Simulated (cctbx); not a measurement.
# Accept or mend?

Cell a = 9.9790 Å, b = 3.3240 Å, c = 9.8400 Å, α = 90.00°, β = 90.00°, γ = 90.00°; space group Pnma (no. 62).

The data are simulated with cctbx, not measured: Cu Kα, λ = 1.54184 Å, to d = 0.83 Å, 50 % of the full sphere, strongest reflection 40000 counts, noise from counting, a 2 % proportional error and a noise floor of 8 counts (s.d.); no absorption, and some extinction, which the refinements don't model.

An anisotropic refinement with weights 1/σ² prints:

```text
Rint 0.020, 341 unique reflections to 0.83 A
cycle     R1     wR2    GooF  max shift (A)
   1  0.0476  0.1054   4.548   0.00926
   2  0.0208  0.0459   1.980   0.00005
final R1 0.0208 wR2 0.0459 GooF 1.980  parameters 42  data/parameter 8.1
atom        x        y        z      Ueq    occ   su(xyz)  su(Uiso or U11)
Fe1    0.39128  0.25000  0.18647   0.0083  1.000  0.00007  0.0003
Fe2    0.88378  0.25000  0.93570   0.0126  1.000  0.00007  0.0003
O1     0.97687  0.25000  0.62921   0.0144  1.000  0.00034  0.0016
O2     0.74208  0.75000  0.00056   0.0125  1.000  0.00031  0.0016
O3     0.24486  0.75000  0.24612   0.0311  1.000  0.00042  0.0019
F1     0.99628  0.25000  0.11037   0.0361  1.000  0.00036  0.0018
C1     0.16202  0.75000  0.37382   0.0159  1.000  0.00050  0.0019
difference map: max 0.34 min -0.73 rms 0.12
Q1    0.1200  0.2500  0.0982    4    0.36  1.24 A from F1
Q2    0.0353  0.0743  0.9285    8    0.30  1.19 A from F1
Q3    0.0993  0.2500  0.7101    4    0.29  1.46 A from O1
Q4    0.1063  0.5460  0.8827    8    0.27  1.23 A from F1
Q5    0.1443  0.0230  0.0096    8    0.27  1.09 A from Fe2
Q6    0.2049  0.5609  0.2747    8    0.24  0.80 A from O3
```

Q: Accept it or mend it, and why?

Mend it. The fault: wrong element: F1 is O. Against the right model at the same level, R1 goes from 0.0129 to 0.0208 and GooF from 1.06 to 1.98 and U of F1 swells from 0.0208 to 0.0361 Å². F1 has 1 electron too many and its U swells to shed them, as expected (near an absorption edge f′ can widen the mismatch well beyond the difference in Z).

The compound is Fe2CO4. The right model at the same level gives:

```text
Rint 0.020, 341 unique reflections to 0.83 A
cycle     R1     wR2    GooF  max shift (A)
   1  0.0314  0.0702   3.029   0.01092
   2  0.0129  0.0246   1.061   0.00000
final R1 0.0129 wR2 0.0246 GooF 1.061  parameters 42  data/parameter 8.1
atom        x        y        z      Ueq    occ   su(xyz)  su(Uiso or U11)
Fe1    0.39126  0.25000  0.18639   0.0088  1.000  0.00004  0.0002
Fe2    0.88380  0.25000  0.93570   0.0131  1.000  0.00004  0.0002
O1     0.97695  0.25000  0.62902   0.0152  1.000  0.00018  0.0008
O2     0.74197  0.75000  0.00068   0.0131  1.000  0.00016  0.0008
O3     0.24489  0.75000  0.24615   0.0314  1.000  0.00023  0.0010
O4     0.99643  0.25000  0.10992   0.0208  1.000  0.00019  0.0009
C1     0.16212  0.75000  0.37366   0.0164  1.000  0.00027  0.0010
difference map: max 0.24 min -0.39 rms 0.09
Q1    0.0945  0.2500  0.7104    4    0.25  1.42 A from O1
Q2    0.1400  0.2500  0.7917    4    0.24  1.23 A from O3
Q3    0.1198  0.2500  0.1047    4    0.23  1.23 A from O4
Q4    0.1861  0.0328  0.5417    8    0.23  1.17 A from O2
Q5    0.1152  0.0268  0.8915    8    0.22  1.45 A from O4
Q6    0.1194  0.2500  0.3008    4    0.21  1.86 A from C1
```

Isotropic U is held between 0.0001 and 1 Å² by the program, and listed peak heights are interpolated, so they can pass the grid's maximum.

The model is made up (kin elements in a known structure type, no relaxation), so it says nothing on whether the phase exists.

[Middle refinement cycles are left out of these outputs.]

[Logs are printed without paths, hosts, clocks, repeated set-up lines and the standing remarks that a program may print on its own settings, such as how far it seeks lower states.]
